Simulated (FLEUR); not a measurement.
# 1 ML Fe on Ta(001), 1 substrate layers: which magnetic order is lowest, part 2 of 3

Does 1 ML Fe on Ta(001), 1 substrate layers prefer parallel or opposed moments?

FLEUR MaX-R8.1; LDA (VWN); all-electron FLAPW film, Dirac cores, scalar-relativistic bands.

So far, largest spin moment in the muffin-tin sphere (μB): step 2 (order 1, typed as ferro +) 2.19; step 3 (order 2, typed as antiferro q=(1/2,1/2,0) +-) 2.34.

**4. Start 3: antiferro q=(0,1/2,0) +-**

Another pattern of signs weighs the neighbour shells otherwise.

This order needs a doubled cell of 4 atoms. The mesh is halved along the doubled vector, so that both cells sample the same points. The k list default-1 (kpts.xml, not shown) is a Γ-centred 8×4×1 mesh.

The input, inp.xml:

```
<?xml version="1.0" encoding="UTF-8" standalone="no"?>
<fleurInput fleurInputVersion="0.39">
   <comment>
      TaFe
   </comment>
   <calculationSetup>
      <cutoffs Kmax="3.6" Gmax="10.8" GmaxXC="10.8" numbands="0"/>
      <scfLoop itmax="120" minDistance="0.00002" maxIterBroyd="15" imix="Anderson" alpha="0.03" precondParam="0.0" spinf="2.0" sdNocoIR="T"/>
      <coreElectrons ctail="T" frcor="F" kcrel="0" coretail_lmax="0"/>
      <xcFunctional name="vwn" relativisticCorrections="F"/>
      <magnetism jspins="2"/>
      <soc l_soc="F" theta="0.0" phi="0.0" spav="F"/>
      <expertModes spex="0" secvar="F"/>
      <geometryOptimization l_f="F" forcealpha="1.0" forcemix="BFGS" epsdisp="0.00001" epsforce="0.00001"/>
      <ldaU l_linMix="F" mixParam="0.05" spinf="1.0"/>
   </calculationSetup>
   <cell>
      <bzIntegration valenceElectrons="86.0" mode="hist" fermiSmearingEnergy="0.00293995">
         <kPointListSelection listName="default-1"/>
         <xi:include xmlns:xi="http://www.w3.org/2001/XInclude" href="kpts.xml"> </xi:include>
      </bzIntegration>
      <xi:include xmlns:xi="http://www.w3.org/2001/XInclude" href="sym.xml"> </xi:include>
      <filmLattice scale="1.0" dVac="8.14" dTilda="10.64">
         <bravaisMatrixFilm>
            <row-1>    6.2409339100589758     0.0000000000000000</row-1>
            <row-2>    0.0000000000000000    12.4818678201179516</row-2>
         </bravaisMatrixFilm>
         <vacuumEnergyParameters vacuum="1" spinUp="-.25" spinDown="-.25"/>
         <vacuumEnergyParameters vacuum="2" spinUp="-.25" spinDown="-.25"/>
      </filmLattice>
   </cell>
   <atomSpecies>
      <species name="Tantalum (Ta)" element="Ta" atomicNumber="73">
         <mtSphere radius="2.41" gridPoints="797" logIncrement="0.017"/>
         <atomicCutoffs lmax="10" lnonsphr="8"/>
         <electronConfig flipSpins="F">
            <coreConfig>(1s1/2) (2s1/2) (2p1/2) (2p3/2) (3s1/2) (3p1/2) (3p3/2) (4s1/2) (3d3/2) (3d5/2) (4p1/2) (4p3/2) (4d3/2) (4d5/2)</coreConfig>
            <valenceConfig>(5s1/2) (5p1/2) (5p3/2) (6s1/2) (4f5/2) (4f7/2) (5d3/2) (5d5/2)</valenceConfig>
            <stateOccupation state="(5d3/2)" spinUp="0.600000" spinDown="0.600000"/>
            <stateOccupation state="(5d5/2)" spinUp="0.900000" spinDown="0.900000"/>
         </electronConfig>
         <energyParameters s="6" p="6" d="5" f="5"/>
         <lo type="SCLO" l="0" n="5" eDeriv="0"/>
         <lo type="SCLO" l="1" n="5" eDeriv="0"/>
         <lo type="SCLO" l="3" n="4" eDeriv="0"/>
      </species>
      <species name="Iron (Fe) 2.800" element="Fe" atomicNumber="26">
         <mtSphere radius="2.41" gridPoints="797" logIncrement="0.015"/>
         <atomicCutoffs lmax="10" lnonsphr="8"/>
         <electronConfig flipSpins="F">
            <coreConfig>(1s1/2) (2s1/2) (2p1/2) (2p3/2)</coreConfig>
            <valenceConfig>(3s1/2) (3p1/2) (3p3/2) (4s1/2) (3d3/2) (3d5/2)</valenceConfig>
            <stateOccupation state="(3d3/2)" spinUp="1.4" spinDown="1.0"/>
            <stateOccupation state="(3d5/2)" spinUp="3.0" spinDown="0.6"/>
         </electronConfig>
         <energyParameters s="4" p="4" d="3" f="4"/>
         <lo type="SCLO" l="0" n="3" eDeriv="0"/>
         <lo type="SCLO" l="1" n="3" eDeriv="0"/>
      </species>
      <species name="Iron (Fe) -2.800" element="Fe" atomicNumber="26">
         <mtSphere radius="2.41" gridPoints="797" logIncrement="0.015"/>
         <atomicCutoffs lmax="10" lnonsphr="8"/>
         <electronConfig flipSpins="F">
            <coreConfig>(1s1/2) (2s1/2) (2p1/2) (2p3/2)</coreConfig>
            <valenceConfig>(3s1/2) (3p1/2) (3p3/2) (4s1/2) (3d3/2) (3d5/2)</valenceConfig>
            <stateOccupation state="(3d3/2)" spinUp="1.0" spinDown="1.4"/>
            <stateOccupation state="(3d5/2)" spinUp="0.6" spinDown="3.0"/>
         </electronConfig>
         <energyParameters s="4" p="4" d="3" f="4"/>
         <lo type="SCLO" l="0" n="3" eDeriv="0"/>
         <lo type="SCLO" l="1" n="3" eDeriv="0"/>
      </species>
   </atomSpecies>
   <atomGroups>
      <atomGroup species="Tantalum (Ta)">
         <filmPos label="                   1">.0000000000 .0000000000 -1.2616489630</filmPos>
         <filmPos label="                   2">.0000000000 1.000/2.000 -1.2616489630</filmPos>
         <force calculate="T" relaxXYZ="TTT"/>
      </atomGroup>
      <atomGroup species="Iron (Fe) 2.800">
         <filmPos label="                   3">1.000/2.000 1.000/4.000 1.2616489630</filmPos>
         <force calculate="T" relaxXYZ="TTT"/>
      </atomGroup>
      <atomGroup species="Iron (Fe) -2.800">
         <filmPos label="                   4">1.000/2.000 -1.000/4.000 1.2616489630</filmPos>
         <force calculate="T" relaxXYZ="TTT"/>
      </atomGroup>
   </atomGroups>
   <output dos="F" band="F" slice="F">
      <bandDOS minEnergy="-.5*Htr" maxEnergy="0.5*Htr" sigma="0.015" storeEVData="T"/>
      <plotting iplot="0" polar="F">
         <plot TwoD="T" vec1="  1.0  0.0  0.0" vec2="  0.0  1.0  0.0" vec3="  0.0  0.0  1.0" zero="  0.0  0.0 -0.5" file="plot"/>
      </plotting>
      <moessbauerParams electricFieldGradient="F" isomerShift="F" coreHyperfine="F" valenceHyperfine="F"/>
   </output>
</fleurInput>
```

The input, crystal.txt:

```
TaFe
&input film=T cartesian=F /
3.30256000000  0.00000000000  0.00000000000
0.00000000000  6.60512000000  0.00000000000
0.00000000000  0.00000000000  1.00000000000
1.8897261246
1.0 1.0 1.0

4
73 0.00000000000  0.00000000000  -1.26164896296
73 0.00000000000  0.50000000000  -1.26164896296
26 0.50000000000  0.25000000000  1.26164896296 : 2.800
26 0.50000000000  0.75000000000  1.26164896296 : -2.800

&kpt div1=8 div2=4 div3=1 gamma=T /
```

The run is started by

```sh
$ OMP_NUM_THREADS=1 inpgen -f crystal.txt > inpgen.log  # inp.xml is then edited as shown
$ OMP_NUM_THREADS=1 mpirun -n 2 fleur_MPI > fleur.log
```

The log of the run:

```text
[banner, memory and clock lines left out]
Welcome to FLEUR        (www.flapw.de)
      MaX-Release 8.1          (www.max-centre.eu)

 ========== k-point set info ==========
 Selected k-point list: default-1
 k-point list type: mesh
 0 x 0 x 0
 Number of k points: 16

 [... set-up left out ...]
 Iteration:     1   Distance:      26.53958654 me/bohr^3
 Iteration:     2   Distance:      12.75455900 me/bohr^3
 Iteration:     3   Distance:      10.58144082 me/bohr^3
 Iteration:     4   Distance:       8.66376488 me/bohr^3
 Iteration:     5   Distance:       5.93746859 me/bohr^3
[...]
<sumOfEigenvalues value="   -20683.0075110634">
               <coreElectrons value="-20585.1826006271"/>
               <valenceElectrons value="-97.8249104363"/>
            </sumOfEigenvalues>
         [... left out ...]
            <freeEnergy value="-33774.7081086924"/>
            <extrapolationTo0K value="-33774.7043894297"/>
         </totalEnergy>
         <densityConvergence units="me/bohr^3">
            <chargeDensity spin="1" distance="0.0000111108"/>
            <chargeDensity spin="2" distance="0.0000115644"/>
            <overallChargeDensity distance="0.0000128805"/>
            <spinDensity distance="0.0000186672"/>
         </densityConvergence>
      </iteration>
```

Elapsed: 6.4 min, on 2 MPI ranks of Arm Neoverse V1, shared host; peak memory 0.44 GiB; 13 min of CPU time.

Spin moment in the muffin-tin sphere by atom:

| atom | spin moment in the muffin-tin sphere (μB) |
| --- | --- |
| Ta1 | 0.00 |
| Ta2 | 0.00 |
| Fe3 | 2.21 |
| Fe4 | -2.21 |

Read from the output:

```
free energy                                                       : -919056.6277 eV
program's band gap on this mesh (in a metal only a level spacing) : 1.00e-9 eV
magnetization                                                     : 0 μB
final state                                                       : antiferromagnetic
```

It lies 59.9 meV a seeded atom under the first start, and its largest moment is 2.21 μB against 2.19 μB.

**5. Start 4: no spin polarisation**

A spinless run gives the zero against which the gain from the moments is read.

The k list default-1 (kpts.xml, not shown) is a Γ-centred 8×8×1 mesh.

inp.xml, as its differences from that of step 4:

```diff
@@ -10,3 +10,3 @@
       <xcFunctional name="vwn" relativisticCorrections="F"/>
-      <magnetism jspins="2"/>
+      <magnetism jspins="1"/>
       <soc l_soc="F" theta="0.0" phi="0.0" spav="F"/>
@@ -17,3 +17,3 @@
    <cell>
-      <bzIntegration valenceElectrons="86.0" mode="hist" fermiSmearingEnergy="0.00293995">
+      <bzIntegration valenceElectrons="43.0" mode="hist" fermiSmearingEnergy="0.00293995">
          <kPointListSelection listName="default-1"/>
@@ -25,3 +25,3 @@
             <row-1>    6.2409339100589758     0.0000000000000000</row-1>
-            <row-2>    0.0000000000000000    12.4818678201179516</row-2>
+            <row-2>    0.0000000000000000     6.2409339100589758</row-2>
          </bravaisMatrixFilm>
@@ -46,3 +46,3 @@
       </species>
-      <species name="Iron (Fe) 2.800" element="Fe" atomicNumber="26">
+      <species name="Iron (Fe)" element="Fe" atomicNumber="26">
          <mtSphere radius="2.41" gridPoints="797" logIncrement="0.015"/>
@@ -52,17 +52,4 @@
             <valenceConfig>(3s1/2) (3p1/2) (3p3/2) (4s1/2) (3d3/2) (3d5/2)</valenceConfig>
-            <stateOccupation state="(3d3/2)" spinUp="1.4" spinDown="1.0"/>
-            <stateOccupation state="(3d5/2)" spinUp="3.0" spinDown="0.6"/>
-         </electronConfig>
-         <energyParameters s="4" p="4" d="3" f="4"/>
-         <lo type="SCLO" l="0" n="3" eDeriv="0"/>
-         <lo type="SCLO" l="1" n="3" eDeriv="0"/>
-      </species>
-      <species name="Iron (Fe) -2.800" element="Fe" atomicNumber="26">
-         <mtSphere radius="2.41" gridPoints="797" logIncrement="0.015"/>
-         <atomicCutoffs lmax="10" lnonsphr="8"/>
-         <electronConfig flipSpins="F">
-            <coreConfig>(1s1/2) (2s1/2) (2p1/2) (2p3/2)</coreConfig>
-            <valenceConfig>(3s1/2) (3p1/2) (3p3/2) (4s1/2) (3d3/2) (3d5/2)</valenceConfig>
-            <stateOccupation state="(3d3/2)" spinUp="1.0" spinDown="1.4"/>
-            <stateOccupation state="(3d5/2)" spinUp="0.6" spinDown="3.0"/>
+            <stateOccupation state="(3d3/2)" spinUp="1.200000" spinDown="1.200000"/>
+            <stateOccupation state="(3d5/2)" spinUp="1.800000" spinDown="1.800000"/>
          </electronConfig>
@@ -76,11 +63,6 @@
          <filmPos label="                   1">.0000000000 .0000000000 -1.2616489630</filmPos>
-         <filmPos label="                   2">.0000000000 1.000/2.000 -1.2616489630</filmPos>
          <force calculate="T" relaxXYZ="TTT"/>
       </atomGroup>
-      <atomGroup species="Iron (Fe) 2.800">
-         <filmPos label="                   3">1.000/2.000 1.000/4.000 1.2616489630</filmPos>
-         <force calculate="T" relaxXYZ="TTT"/>
-      </atomGroup>
-      <atomGroup species="Iron (Fe) -2.800">
-         <filmPos label="                   4">1.000/2.000 -1.000/4.000 1.2616489630</filmPos>
+      <atomGroup species="Iron (Fe)">
+         <filmPos label="                   2">1.000/2.000 1.000/2.000 1.2616489630</filmPos>
          <force calculate="T" relaxXYZ="TTT"/>
```

The input, crystal.txt:

```
TaFe
&input film=T cartesian=F /
3.30256000000  0.00000000000  0.00000000000
0.00000000000  3.30256000000  0.00000000000
0.00000000000  0.00000000000  1.00000000000
1.8897261246
1.0 1.0 1.0

2
73 0.00000000000  0.00000000000  -1.26164896296
26 0.50000000000  0.50000000000  1.26164896296

&kpt div1=8 div2=8 div3=1 gamma=T /
```

The log of the run:

```text
[banner, memory and clock lines left out]
Welcome to FLEUR        (www.flapw.de)
      MaX-Release 8.1          (www.max-centre.eu)

 ========== k-point set info ==========
 Selected k-point list: default-1
 k-point list type: mesh
 0 x 0 x 0
 Number of k points: 16

 [... set-up left out ...]
 Iteration:     1   Distance:      36.89514911 me/bohr^3
 Iteration:     2   Distance:      16.96753310 me/bohr^3
 Iteration:     3   Distance:      13.64679894 me/bohr^3
 Iteration:     4   Distance:      15.80819550 me/bohr^3
 Iteration:     5   Distance:      29.17008084 me/bohr^3
[...]
<FermiEnergy value="-0.1631696972" units="Htr"/>
         [... left out ...]
         <totalEnergy value="   -16887.3434401569" units="Htr">
            <sumOfEigenvalues value="   -10341.5280572263">
               <coreElectrons value="-10292.7274575216"/>
               <valenceElectrons value="-48.8005997048"/>
            </sumOfEigenvalues>
         [... left out ...]
            <freeEnergy value="-16887.3468880407"/>
            <extrapolationTo0K value="-16887.3451640988"/>
         </totalEnergy>
         <densityConvergence units="me/bohr^3">
            <chargeDensity spin="1" distance="0.0000139015"/>
         </densityConvergence>
      </iteration>
```

Elapsed: 35 s, on 2 MPI ranks; peak memory 0.13 GiB; 69 s of CPU time.

Numbers from this step:

- free energy: -459528.1188 eV
- program's band gap on this mesh (in a metal only a level spacing): 0.01918 eV
- final state: non-magnetic (no spin polarisation)

It lies 135 meV a seeded atom over the first start.

**6. The states side by side**

Free energies are divided by the number of seeded atoms, so that cells of unlike size compare. Wavevectors q in the names are fractions of the primitive cell's reciprocal vectors.

Orders:

| start | final state | typed order kept | energy over the lowest (meV a seeded atom) | largest sphere moment (μB) | net moment (μB a primitive cell) | mesh matched | CPU time (s) |
| --- | --- | --- | --- | --- | --- | --- | --- |
| ferro + | ferromagnetic, with opposed induced moments | yes | 59.94 | 2.191 | 1.347 | yes | 200.2 |
| antiferro q=(1/2,1/2,0) +- | antiferromagnetic | yes | 32.67 | 2.342 | 0 | yes | 640.4 |
| antiferro q=(0,1/2,0) +- | antiferromagnetic | yes | 0 | 2.215 | 0 | yes | 765.8 |
| no spin polarisation | non-magnetic | - | 195 | 0 | 0 | yes | 69.41 |

(Part 2 of 3 ends here.)

[Logs and program files are shortened in this print: banners, set-up blocks, solver, clock and traceback lines can be left out without a mark of their own.]

[Logs are printed without paths, hosts, clocks, repeated set-up lines and the standing remarks that a program may print on its own settings, such as how far it seeks lower states.]

[Hosts, paths, dates, database ids (printed as entryN), source tags and the programs' standing remarks are cut or masked in the printed files.]

[Where a cell is said to come from a database of computed structures, the database is the Materials Project.]
